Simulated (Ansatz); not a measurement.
Two G0W0 runs on BaNaBiWO6 (F-43m).

The structure is cubic, space group F-43m (No. 216). Conventional cell: a = 8.565 Å, b = 8.565 Å, c = 8.565 Å, α = 90.00°, β = 90.00°, γ = 90.00°. Na has 12 O at 3.04 Å nearest. Ba has 12 O at 3.04 Å nearest. Nearest to Bi lie 6 O at 2.35 Å. W has 6 O at 1.94 Å nearest. O has 1 W at 1.94 Å and 1 Bi at 2.35 Å and 2 Ba at 3.04 Å and 2 Na at 3.04 Å nearest. Farther neighbours and most contacts between anions are not listed.

```yaml
crystal:
  lattice:
    - [0.00000, 4.28261, 4.28261]
    - [4.28261, 0.00000, 4.28261]
    - [4.28261, 4.28261, 0.00000]
  atoms:
    - { symbol: Na, position: [0.75000, 0.75000, 0.75000] }
    - { symbol: Ba, position: [0.25000, 0.25000, 0.25000] }
    - { symbol: Bi, position: [0.00000, 0.00000, 0.00000] }
    - { symbol: W, position: [0.50000, 0.50000, 0.50000] }
    - { symbol: O, position: [0.72618, 0.27382, 0.27382] }
    - { symbol: O, position: [0.27382, 0.72618, 0.72618] }
    - { symbol: O, position: [0.72618, 0.72618, 0.27382] }
    - { symbol: O, position: [0.27382, 0.27382, 0.72618] }
    - { symbol: O, position: [0.27382, 0.72618, 0.27382] }
    - { symbol: O, position: [0.72618, 0.27382, 0.72618] }
```

The cell is the Materials Project's (PBE, PBE+U or r2SCAN) relaxed one; the ions were relaxed with PBE or PBE+U in the database cell. Spin-orbit coupling is left out unless a run names it.

The first (Ansatz 0.2.0; start PBE, 4×4×4 mesh, 861 empty bands, screening to 180 eV, PAW set soft_1 files; 1 × NVIDIA H100 80GB HBM3 (shared by 6 runs) with 2 threads of AMD EPYC 7R13 (Zen 3), shared host) gave, on its mesh: starting gap 2.01 eV, G0W0 gap 2.95 eV, RPA ε∞ (mean) 5.48, 56 s.

The second changes empty bands from 861 to 141 and screening cutoff (eV) from 180.0 to 54. What does it give?

It gave: starting gap 2.01 eV, G0W0 gap 2.75 eV, RPA ε∞ (mean) 5.59, 15 s. The G0W0 gap moves by −0.20 eV, +0.00 eV from the start and −0.20 eV from the correction. Σc changes by +0.69 eV at the valence top and +0.49 eV at the conduction bottom, and Σx − Vxc between them by +0.00 eV.

Limits: not at the basis limit; no spin-orbit coupling.

[Paths, hosts, dates, memory and timing lines, banners, echoed tables and standing remarks are left out of the program output.]

[Logs are printed without paths, hosts, clocks, repeated set-up lines and the standing remarks that a program may print on its own settings, such as how far it seeks lower states.]

[Runs of the session that timed out or met a known fault of the program may be left out.]

[Cells called generated may have been cut or substituted from an entry of the Crystallography Open Database or the Materials Project.]

[Hosts, paths, dates, database ids (printed as entryN), source tags and the programs' standing remarks are cut or masked in the printed files.]
